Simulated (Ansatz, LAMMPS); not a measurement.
# Static equation of state of amorphous 42Ga2O3-58Al2O3 (mol %) (95 atoms)

Density of this cell: 4.22 g/cm³. The cell holds 95 atoms: 16 Ga, 22 Al and 57 O. Its edges and angles: a = 10.202 Å, b = 10.163 Å, c = 9.957 Å, α = 88.1°, β = 88.9°, γ = 90.9°. The starting structure: 95 atoms (16 Fe, 22 Al, 57 O) placed at random at 3.62 g/cm³, melted at 5000 K for 10 ps at fixed volume with the Morse and Coulomb pair potential with partial charges (Pedone, Malavasi, Menziani, Cormack and Segre, J. Phys. Chem. B 110, 11780 (2006)). Quenched from 5000 K to 300 K at 100 K/ps and fixed volume, held 10 ps at zero pressure, then minimised at fixed cell. Then Fe was replaced by Ga and the cell scaled by 1.006 (the potential has no terms for the new elements, so the cell is a start for a DFT relaxation).

Calculated with Ansatz 0.2.0: Kohn-Sham DFT, PBE, PAW (set soft_2), plane waves; cutoff 420 eV, Γ point, fixed occupations. Cell and atoms were relaxed first, to V0 = 10.857 Å³ an atom at a residual P0 = 0.013 GPa. The cell was then scaled evenly, and the atoms were relaxed at each volume.

```
volume (Å³/atom)  pressure (GPa)
          9.7716           13.94
          10.206               ?
          10.532           4.289
          11.183          -2.850
          11.509          -3.984
```

Task: Fit the third-order Birch–Murnaghan equation to the rows given and interpolate to the withheld row.

Worked fit:

Take the Eulerian strain f = ½[(V0/V)^(2/3) − 1] and the normalised pressure F = (P − P0) / [3f(1 + 2f)^(5/2)]. The third-order Birch–Murnaghan equation is then the line F = B0 + (3/2)B0(B′ − 4) f, so u = f and v = F.

```
      u = f  v = F (GPa)
  0.0363832      107.065
  0.0102569      132.064
-0.00975672      102.772
 -0.0190505      77.0858
```

With n = 4: mean u = 0.00445821, mean v = 104.747, Σ(u − ū)² = 0.0018076, Σ(u − ū)(v − v̄) = 0.91077. Slope b = 0.91077 / 0.0018076 = 503.87; intercept a = v̄ − b ū = 102.50.

So B0 = a = 103 GPa and B′ = 4 + 2b/(3a) = 7.28. At the withheld volume f = 0.02106, F = a + b f = 113.1 GPa, and P = P0 + 3f(1 + 2f)^(5/2) F.

Prediction at 10.206: 7.935 GPa. The run gave 7.937 GPa, so the fit is low by 0.0023 GPa (0.029 % of the value).

The series isn't one smooth equation of state: even a line fitted to all rows, the withheld one included, misses F by up to 20.5 %, the count of bonds changes along the series and an atom moves over 0.5 Å in some relaxation. B0 and B′ are then only the numbers of this fit, not moduli of the material. Among the rows given, the largest miss of the fit is at 9.7716, by 1.8 GPa (10.0 % of the range of the table).

Limits: Static cells at zero temperature; the cell shape is held. The program notes that the SCF threshold of these relaxations is loose for the stress. The quench rate of 100 K/ps is many orders above laboratory rates, so the cell is likely richer in defects and strain than a real sample. The network of bonds at the start is that of the classical potential that made the cell, and needn't be the one that DFT or experiment would give. Only the Γ point is sampled, in a cell whose shortest periodic width is 10 Å.

[Logs are printed without paths, hosts, clocks, repeated set-up lines and the standing remarks that a program may print on its own settings, such as how far it seeks lower states.]

[Hosts, paths, dates, database ids (printed as entryN), source tags and the programs' standing remarks are cut or masked in the printed files.]
